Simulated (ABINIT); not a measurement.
# Quasiparticle gap of AlN (P6_3mc) in ABINIT, part 2 of 3

Aim: the G0W0 gap of AlN (P6_3mc) on PBE, step by step.

ABINIT 10.8.3; PBE and many-body steps on it, plane waves. Known limits of the many-body steps: not at the basis limit.

So far. Step 2 (Ground state): The gap is direct, at Γ.

The database entry behind the starting cell differs from later determinations by our own check (inner coordinate u about 0.002 short), so it need not match the best structure at ambient conditions.

## (3) Bands along the symmetry lines

Level of this step: DFT, PBE, plane waves, norm-conserving pseudopotentials (ABINIT).

Levels along a band path, at the cheap level, show where the edges lie and whether the meshes to come will hold them.

Input file run.abi:

```
acell 3*1.0 Angstrom
rprim 
  3.113000000011 -0.000000000003 0.000000000000
  -1.556500000003 2.695937081992 0.000000000000
  0.000000000000 0.000000000000 4.981000000000
ntypat 2
znucl 13 7
natom 4
typat 1 1 2 2
xred 
  0.333333333333 0.666666666667 0.000000000000
  0.666666666667 0.333333333333 0.500000000000
  0.333333333333 0.666666666667 0.380000000000
  0.666666666667 0.333333333333 0.880000000000
pp_dirpath "pseudos"
pseudos "Al.upf, N.upf"
ecut 36
iscf -2
irdden 1
kptopt 0
nkpt 75
kpt 
  0.00000000 0.00000000 0.00000000
  0.06250000 0.00000000 0.00000000
  0.12500000 0.00000000 0.00000000
  0.18750000 0.00000000 0.00000000
  0.25000000 0.00000000 0.00000000
  0.31250000 0.00000000 0.00000000
  0.37500000 0.00000000 0.00000000
  0.43750000 0.00000000 0.00000000
  0.50000000 0.00000000 0.00000000
  0.47916667 0.04166667 0.00000000
  0.45833333 0.08333333 0.00000000
  0.43750000 0.12500000 0.00000000
  0.41666666 0.16666666 0.00000000
  0.39583333 0.20833333 0.00000000
  0.37500000 0.25000000 0.00000000
  0.35416666 0.29166666 0.00000000
  0.33333333 0.33333333 0.00000000
  0.29166666 0.29166666 0.00000000
  0.25000000 0.25000000 0.00000000
  0.20833333 0.20833333 0.00000000
  0.16666666 0.16666666 0.00000000
  0.12500000 0.12500000 0.00000000
  0.08333333 0.08333333 0.00000000
  0.04166667 0.04166667 0.00000000
  0.00000000 0.00000000 0.00000000
  0.00000000 0.00000000 0.06250000
  0.00000000 0.00000000 0.12500000
  0.00000000 0.00000000 0.18750000
  0.00000000 0.00000000 0.25000000
  0.00000000 0.00000000 0.31250000
  0.00000000 0.00000000 0.37500000
  0.00000000 0.00000000 0.43750000
  0.00000000 0.00000000 0.50000000
  0.06250000 0.00000000 0.50000000
  0.12500000 0.00000000 0.50000000
  0.18750000 0.00000000 0.50000000
  0.25000000 0.00000000 0.50000000
  0.31250000 0.00000000 0.50000000
  0.37500000 0.00000000 0.50000000
  0.43750000 0.00000000 0.50000000
  0.50000000 0.00000000 0.50000000
  0.47916667 0.04166667 0.50000000
  0.45833333 0.08333333 0.50000000
  0.43750000 0.12500000 0.50000000
  0.41666666 0.16666666 0.50000000
  0.39583333 0.20833333 0.50000000
  0.37500000 0.25000000 0.50000000
  0.35416666 0.29166666 0.50000000
  0.33333333 0.33333333 0.50000000
  0.29166666 0.29166666 0.50000000
  0.25000000 0.25000000 0.50000000
  0.20833333 0.20833333 0.50000000
  0.16666666 0.16666666 0.50000000
  0.12500000 0.12500000 0.50000000
  0.08333333 0.08333333 0.50000000
  0.04166667 0.04166667 0.50000000
  0.00000000 0.00000000 0.50000000
  0.50000000 0.00000000 0.50000000
  0.50000000 0.00000000 0.43750000
  0.50000000 0.00000000 0.37500000
  0.50000000 0.00000000 0.31250000
  0.50000000 0.00000000 0.25000000
  0.50000000 0.00000000 0.18750000
  0.50000000 0.00000000 0.12500000
  0.50000000 0.00000000 0.06250000
  0.50000000 0.00000000 0.00000000
  0.33333333 0.33333333 0.50000000
  0.33333333 0.33333333 0.43750000
  0.33333333 0.33333333 0.37500000
  0.33333333 0.33333333 0.31250000
  0.33333333 0.33333333 0.25000000
  0.33333333 0.33333333 0.18750000
  0.33333333 0.33333333 0.12500000
  0.33333333 0.33333333 0.06250000
  0.33333333 0.33333333 0.00000000
istwfk *1
nband 15
nbdbuf 2
tolwfr 1e-08
nstep 40
prtwf 0
prtvol 0
indata_prefix "in"
outdata_prefix "out"
tmpdata_prefix "tmp"
```

Launch:

```bash
$ OMP_NUM_THREADS=1 mpirun -n 8 abinit run.abi > log
```

Numbers of over 12 decimals in the logs are rounded to 6 here.

The log of the run:

```text
.Version 10.8.3 of ABINIT. v10.8.2 released Aug 2026.

 Symmetries : space group P6_3 m c (#186); Bravais hP (primitive hexag.)
[... echo of the input left out ...]
== DATASET  1 ==================================================================
-   mpi_nproc: 8, omp_nthreads: 1 (-1 if OMP is not activated)

--- !DatasetInfo
iteration_state: {dtset: 1, }
dimensions: {natom: 4, nkpt: 75, mband: 15, nsppol: 1, nspinor: 1, nspden: 1, mpw: 2937, }
cutoff_energies: {ecut:  36.0, pawecutdg:  -1.0, }
electrons: {nelect:   1.60000000E+01, charge:   0.00000000E+00, occopt:   1.00000000E+00, tsmear:   1.00000000E-02, }

 Real(R)+Recip(G) space primitive vectors, cartesian coordinates (Bohr,Bohr^-1):
 R(1)=  5.8827174  0.0000000  0.0000000  G(1)=  0.1699895  0.0981435  0.0000000
 R(2)= -2.9413587  5.0945827  0.0000000  G(2)=  0.0000000  0.1962869  0.0000000
 R(3)=  0.0000000  0.0000000  9.4127258  G(3)=  0.0000000  0.0000000  0.1062392
 Unit cell volume ucvol=  2.8209931E+02 bohr^3
 Angles (23,13,12)=  9.00000000E+01  9.00000000E+01  1.20000000E+02 degrees

 getcut: wavevector=  0.0000  0.0000  0.0000  ngfft=  32  32  54
         ecut(hartree)=     36.000   => boxcut(ratio)=   2.01398

--- Pseudopotential description ------------------------------------------------
- Al Generated using ONCVPSP code by D. R. Hamann
- 13.00000   3.00000  171031                  znucl, zion, pspdat
12 -101130 2 -1 1876                          pspcod,pspxc,lmax,lloc,mmax
     nproj     2     2     2
  pspatm : epsatm=    4.08140545
         --- l  ekb(1:nproj) -->
             0    5.126667    0.728291
             1    7.287548    0.832437
             2   -2.770497   -0.637722
 pspatm: atomic psp has been read  and splines computed

- N Generated using ONCVPSP code by D. R. Hamann
-  7.00000   5.00000  171031                  znucl, zion, pspdat
12 -101130 1 -1 1058                          pspcod,pspxc,lmax,lloc,mmax
     nproj     2     2     0
  pspatm : epsatm=    5.20977870
         --- l  ekb(1:nproj) -->
[...]
pspatm: atomic psp has been read  and splines computed

--------------------------------------------------------------------------------

================================================================================
 prteigrs : about to open file out_EIG
 Non-SCF case, kpt    1 (  0.00000  0.00000  0.00000), residuals and eigenvalues=
  1.35E-09  4.38E-09  3.93E-09  2.05E-09  5.49E-09  1.86E-09  4.78E-09  7.86E-09
  2.98E-09  4.96E-09  7.19E-09  9.62E-09  7.48E-09  1.71E-07  1.65E-08
 -3.6127E-01 -2.8223E-01 -2.4254E-02  1.6476E-01  1.6476E-01  1.8869E-01
  1.8869E-01  1.9530E-01  3.5040E-01  4.4063E-01  5.8456E-01  6.0656E-01
[...]
Non-SCF case, kpt    2 (  0.06250  0.00000  0.00000), residuals and eigenvalues=
  8.26E-09  8.40E-09  3.03E-09  4.39E-09  2.18E-09  4.03E-09  2.76E-09  8.04E-09
[...]
Non-SCF case, kpt   74 (  0.33333  0.33333  0.06250), residuals and eigenvalues=
[...]
Non-SCF case, kpt   75 (  0.33333  0.33333  0.00000), residuals and eigenvalues=
[...]
-2.6958E-01 -2.6958E-01  1.9329E-02  5.7384E-02  5.7384E-02  1.0651E-01
  1.0816E-01  1.0816E-01  3.8180E-01  5.0314E-01  5.5167E-01  5.5167E-01
[...]
--- !ResultsGS
iteration_state: {dtset: 1, }
comment   : Summary of ground state results
lattice_vectors:
- [  5.8827174,  -0.0000000,   0.0000000, ]
- [ -2.9413587,   5.0945827,   0.0000000, ]
- [  0.0000000,   0.0000000,   9.4127258, ]
lattice_lengths: [   5.88272,    5.88272,    9.41273, ]
lattice_angles: [ 90.000,  90.000, 120.000, ] # degrees, (23, 13, 12)
lattice_volume:   2.8209931E+02
convergence: {deltae:  0.000E+00, res2:  0.000E+00, residm:  9.988E-09, diffor:  0.000E+00, }
etotal    :  -2.55880884E+01
entropy   :   0.00000000E+00
fermie    :   1.95302428E-01
cartesian_stress_tensor: null
pressure_GPa: null
xred      :
- [  3.3333E-01,   6.6667E-01,   1.1102E-16, Al]
- [  6.6667E-01,   3.3333E-01,   5.0000E-01, Al]
- [  3.3333E-01,   6.6667E-01,   3.8000E-01,  N]
- [  6.6667E-01,   3.3333E-01,   8.8000E-01,  N]
cartesian_forces: null
force_length_stats: {min: null, max: null, mean: null, }

 Integrated electronic density in atomic spheres:
 ------------------------------------------------
 Atom  Sphere_radius  Integrated_density
[...]
================================================================================

 ----iterations are completed or convergence reached----

 Mean square residual over all n,k,spin=   48.190E-10; max=  99.876E-10
 reduced coordinates (array xred) for    4 atoms
[...]
0.333333333333      0.666666666667      0.380000000000
       0.666666666667      0.333333333333      0.880000000000

 cartesian coordinates (angstrom) at end:
    1      1.67e-12     1.797291     0.000000
    2      1.556500     0.898646     2.490500
    3      1.67e-12     1.797291     1.892780
    4      1.556500     0.898646     4.383280
 length scales=  1.889726125908  1.889726125908  1.889726125908 bohr
              =  1.000000000000  1.000000000000  1.000000000000 angstroms
 prteigrs : about to open file out_EIG
 Eigenvalues (hartree) for nkpt=  75  k points:
 kpt#   1, nband= 15, wtk=  1.00000, kpt=  0.0000  0.0000  0.0000 (reduced coord)
[...]
kpt#   2, nband= 15, wtk=  1.00000, kpt=  0.0625  0.0000  0.0000 (reduced coord)
[...]
kpt#   3, nband= 15, wtk=  1.00000, kpt=  0.1250  0.0000  0.0000 (reduced coord)
[...]
kpt#  74, nband= 15, wtk=  1.00000, kpt=  0.3333  0.3333  0.0625 (reduced coord)
  -0.26951   -0.26951    0.01992    0.05462    0.05462    0.10520    0.11158    0.11158
   0.38397    0.50288    0.54836    0.54836    0.62090    0.62090    0.67785
 kpt#  75, nband= 15, wtk=  1.00000, kpt=  0.3333  0.3333  0.0000 (reduced coord)
  -0.26958   -0.26958    0.01933    0.05738    0.05738    0.10651    0.10816    0.10816
   0.38180    0.50314    0.55167    0.55167    0.61993    0.61993    0.67792

== END DATASET(S) ==============================================================
================================================================================

 -outvars: echo values of variables after computation  --------
            nband          15
             nkpt          75
          spgroup         186
 [... the other variables as echoed above ...]

 Calculation completed.
```

Run time: 5.4 s. Hardware: 8 MPI ranks of Intel Xeon 6975P-C (Granite Rapids), shared host; peak memory 0.58 GiB.

Numbers from this step:

* gap: 4.220 eV
* k of the valence top: 0, 0, 0
* k of the conduction bottom: 0, 0, 0
* least direct gap: 4.220 eV

The gap is 4.220 eV, as in the run before at this level.

Electronic bands along the path, in eV, zero at the top of the highest filled band; v1 is the highest filled band, c1 the lowest empty one:

```csv
point,v4,v3,v2,v1,c1,c2,c3,c4
Γ,-0.83,-0.18,-0.18,0.00,4.22,6.68,10.59,11.19
halfway,-2.43,-1.54,-0.44,-0.38,6.21,7.63,8.10,10.04
M,-3.33,-2.06,-1.77,-0.66,5.83,5.84,8.21,10.30
halfway,-3.07,-2.97,-1.86,-1.49,5.54,7.17,8.88,10.08
K,-3.75,-2.42,-2.37,-2.37,5.07,8.38,9.70,9.70
halfway,-3.35,-1.67,-0.86,-0.59,6.85,7.48,8.57,9.14
Γ,-0.83,-0.18,-0.18,0.00,4.22,6.68,10.59,11.19
halfway,-0.74,-0.74,-0.28,-0.28,5.17,6.79,10.27,11.16
A,-0.51,-0.51,-0.51,-0.51,6.47,6.47,10.35,10.35
halfway,-1.58,-1.58,-1.01,-1.01,6.55,6.55,9.52,9.52
L,-1.44,-1.44,-1.35,-1.35,5.34,5.34,9.32,9.32
halfway,-2.72,-2.72,-0.92,-0.92,6.19,6.19,9.25,9.25
H,-3.83,-3.83,-0.78,-0.78,7.44,7.44,7.88,7.88
halfway,-1.80,-1.80,-1.20,-1.20,6.74,6.74,9.49,9.49
A,-0.51,-0.51,-0.51,-0.51,6.47,6.47,10.35,10.35
jump to L,-1.44,-1.44,-1.35,-1.35,5.34,5.34,9.32,9.32
halfway,-2.55,-1.89,-1.19,-0.91,5.09,5.93,9.37,9.47
M,-3.33,-2.06,-1.77,-0.66,5.83,5.84,8.21,10.30
jump to H,-3.83,-3.83,-0.78,-0.78,7.44,7.44,7.88,7.88
halfway,-4.41,-2.91,-1.46,-1.46,5.91,8.23,8.70,8.70
K,-3.75,-2.42,-2.37,-2.37,5.07,8.38,9.70,9.70
```

## (4) Empty states on the mesh, 6×6×4 mesh, 169 bands

The sums over transitions need many empty states on a uniform mesh; this step solves for them.

Input file run.abi:

```
acell 3*1.0 Angstrom
rprim 
  3.113000000011 -0.000000000003 0.000000000000
  -1.556500000003 2.695937081992 0.000000000000
  0.000000000000 0.000000000000 4.981000000000
ntypat 2
znucl 13 7
natom 4
typat 1 1 2 2
xred 
  0.333333333333 0.666666666667 0.000000000000
  0.666666666667 0.333333333333 0.500000000000
  0.333333333333 0.666666666667 0.380000000000
  0.666666666667 0.333333333333 0.880000000000
pp_dirpath "pseudos"
pseudos "Al.upf, N.upf"
ecut 36
ngkpt 6 6 4
nshiftk 1
shiftk 0 0 0
kptopt 1
chksymbreak 0
irdden 1
istwfk *1
nband 169
prtvol 0
optdriver 6
gwr_task "HDIAGO"
paral_kgb 0
occopt 1
indata_prefix "in"
outdata_prefix "out"
tmpdata_prefix "tmp"
```

The log of the run:

```text
[banner, memory and clock lines left out]
.Version 10.8.3 of ABINIT. v10.8.2 released Aug 2026.

 Symmetries : space group P6_3 m c (#186); Bravais hP (primitive hexag.)
[... echo of the input left out ...]
== DATASET  1 ==================================================================
-   mpi_nproc: 8, omp_nthreads: 1 (-1 if OMP is not activated)

--- !DatasetInfo
iteration_state: {dtset: 1, }
dimensions: {natom: 4, nkpt: 21, mband: 169, nsppol: 1, nspinor: 1, nspden: 1, mpw: 2934, }
cutoff_energies: {ecut:  36.0, pawecutdg:  -1.0, }
electrons: {nelect:   1.60000000E+01, charge:   0.00000000E+00, occopt:   1.00000000E+00, tsmear:   1.00000000E-02, }

.Using double precision arithmetic; gwpc =  8

- Reading GS density from: in_DEN

--- Pseudopotential description ------------------------------------------------
- Al Generated using ONCVPSP code by D. R. Hamann
- 13.00000   3.00000  171031                  znucl, zion, pspdat
12 -101130 2 -1 1876                          pspcod,pspxc,lmax,lloc,mmax
     nproj     2     2     2
  pspatm : epsatm=    4.08140545
         --- l  ekb(1:nproj) -->
             0    5.126667    0.728291
             1    7.287548    0.832437
             2   -2.770497   -0.637722
 pspatm: atomic psp has been read  and splines computed

- N Generated using ONCVPSP code by D. R. Hamann
-  7.00000   5.00000  171031                  znucl, zion, pspdat
12 -101130 1 -1 1058                          pspcod,pspxc,lmax,lloc,mmax
     nproj     2     2     0
  pspatm : epsatm=    5.20977870
         --- l  ekb(1:nproj) -->
             0    7.494509    0.636305
             1   -4.293905   -1.006988
 pspatm: atomic psp has been read  and splines computed

   2.97317893E+02                                ecore*ucvol(ha*bohr**3)

 Total charge density [el/Bohr^3]
)     Maximum=    5.3940E-01  at reduced coord.    0.7813    0.4063    0.8889
)     Minimum=    1.6705E-03  at reduced coord.    0.3125    0.6563    0.0000
   Integrated=    1.6000E+01

 === KS gaps after direct diagonalization ===
 Direct band gap semiconductor
 Fundamental gap:     4.220 (eV)
   VBM:     5.314 (eV) at k: [ 0.0000E+00,  0.0000E+00,  0.0000E+00]
   CBM:     9.535 (eV) at k: [ 0.0000E+00,  0.0000E+00,  0.0000E+00]
 Direct gap:         4.220 (eV) at k: [ 0.0000E+00,  0.0000E+00,  0.0000E+00]

== END DATASET(S) ==============================================================

 -outvars: echo values of variables after computation  --------
           etotal      0.0000000000E+00
            nband         169
             nkpt          21
          spgroup         186
 [... the other variables as echoed above ...]

 Calculation completed.
```

Wall time 32 s (8 MPI ranks); peak memory 4.2 GiB; 4.3 min of CPU time.

This step gave:

```
gap                                                           : 4.220 eV
k of the valence top                                          : 0, 0, 0
k of the conduction bottom                                    : 0, 0, 0
least direct gap                                              : 4.220 eV
k points computed                                             : 21
lowest point of the top converged band, above the valence top : 122.9230 eV
```

On this mesh the gap is 4.220 eV.

## (5) Screening, 6×6×4 mesh, 161 bands, screening to 195.9 eV

The RPA dielectric matrix is built and inverted for each q.

This step: RPA screening on PBE, plane waves, norm-conserving pseudopotentials.

Changes to run.abi since step 4:

```diff
@@ -22,10 +22,11 @@
 chksymbreak 0
-irdden 1
 istwfk *1
-nband 169
-prtvol 0
-optdriver 6
-gwr_task "HDIAGO"
-paral_kgb 0
 occopt 1
+irdwfk 1
+optdriver 3
+nband 161
+ecuteps 7.2
+inclvkb 2
+awtr 1
+symchi 1
 indata_prefix "in"
```

The log of the run:

```text
.Version 10.8.3 of ABINIT. v10.8.2 released Aug 2026.

 Symmetries : space group P6_3 m c (#186); Bravais hP (primitive hexag.)
[... echo of the input left out ...]
== DATASET  1 ==================================================================
-   mpi_nproc: 8, omp_nthreads: 1 (-1 if OMP is not activated)

--- !DatasetInfo
iteration_state: {dtset: 1, }
dimensions: {natom: 4, nkpt: 21, mband: 161, nsppol: 1, nspinor: 1, nspden: 1, mpw: 2934, }
cutoff_energies: {ecut:  36.0, pawecutdg:  -1.0, }
electrons: {nelect:   1.60000000E+01, charge:   0.00000000E+00, occopt:   1.00000000E+00, tsmear:   1.00000000E-02, }

 SCREENING: Calculation of the susceptibility and dielectric matrices

 Based on a program developped by R.W. Godby, V. Olevano, G. Onida, and L. Reining.
 Incorporated in ABINIT by V. Olevano, G.-M. Rignanese, and M. Torrent.
.Using double precision arithmetic ; gwpc =  8

[... cell and pseudopotentials left out ...]
--------------------------------------------------------------------------------

 ==== K-mesh for the wavefunctions ====
 Number of points in the irreducible wedge :    21
[... list of points left out ...]
 Together with 12 symmetry operations and time-reversal symmetry
 yields   144 points in the full Brillouin Zone.

 ==== Q-mesh for the screening function ====
 Number of points in the irreducible wedge :    21
[... list of points left out ...]
 Together with 12 symmetry operations and time-reversal symmetry
 yields   144 points in the full Brillouin Zone.

 setmesh: FFT mesh size selected  =    20x   20x   40
          total number of points  =        16000

 vcoul_init : cutoff-mode = AUXILIARY_FUNCTION
 q-points for optical limit:   1
     1)      0.000010    0.000020    0.000030

- screening: taking advantage of time-reversal symmetry
- Maximum band index for partially occupied states nbvw = 8
- Remaining bands to be divided among processors   nbcw = 153
- Number of bands treated by each node ~19

 Number of electrons calculated from density =   16.0000; Expected =   16.0000
 average of density, n =  0.056718
 r_s =    1.6146
 omega_plasma =   22.9728 [eV]

 calculating chi0 at frequencies [eV] :
  1    0.000000E+00    0.000000E+00
  2    0.000000E+00    2.297283E+01

--------------------------------------------------------------------------------
  q-point number  1        q = ( 0.000000, 0.000000, 0.000000) [r.l.u.]
--------------------------------------------------------------------------------
[... chi0 elements left out ...]
 For q-point:  0.000010 0.000020 0.000030
  dielectric constant =   4.2148
  dielectric constant without local fields =   4.6423

  Average fulfillment of the sum rule on Im[epsilon] for q-point    1 :     88.29  [%]
[... wings left out ...]
  q-point number  2        q = ( 0.166667, 0.000000, 0.000000) [r.l.u.]
--------------------------------------------------------------------------------
[... chi0 elements left out ...]
  Average fulfillment of the sum rule on Im[epsilon] for q-point    2 :     93.38  [%]

 [... 19 further q-points ...]
```

It took 64 s on 8 MPI ranks; peak memory 2.1 GiB.

Numbers from this step:

| Property | Result |
| --- | --- |
| ε∞ with local fields, on this mesh, along the program's q direction | 4.215 |
| the same without local fields | 4.642 |
| plasma frequency | 22.97 eV |
| plane waves in the screening matrix | 263 |

Local fields lower ε∞ by 9 %.

(Continued in part 3 of 3.)

[Paths, hosts, dates, memory and timing lines, banners, echoed tables and standing remarks are left out of the program output.]

[Logs are printed without paths, hosts, clocks, repeated set-up lines and the standing remarks that a program may print on its own settings, such as how far it seeks lower states.]

[Runs of the session that timed out or met a known fault of the program may be left out.]

[Hosts, paths, dates, database ids (printed as entryN), source tags and the programs' standing remarks are cut or masked in the printed files.]

[G0W0 gaps are taken among the corrected bands and points alone; a level outside them can change the order at an edge.]

[Where Ansatz stands beside ABINIT at settings called matched, ABINIT's density can come from a denser mesh and the files from another edition; pairs whose starting gaps differed by over 0.03 eV were left out, so agreement reads better than it is.]
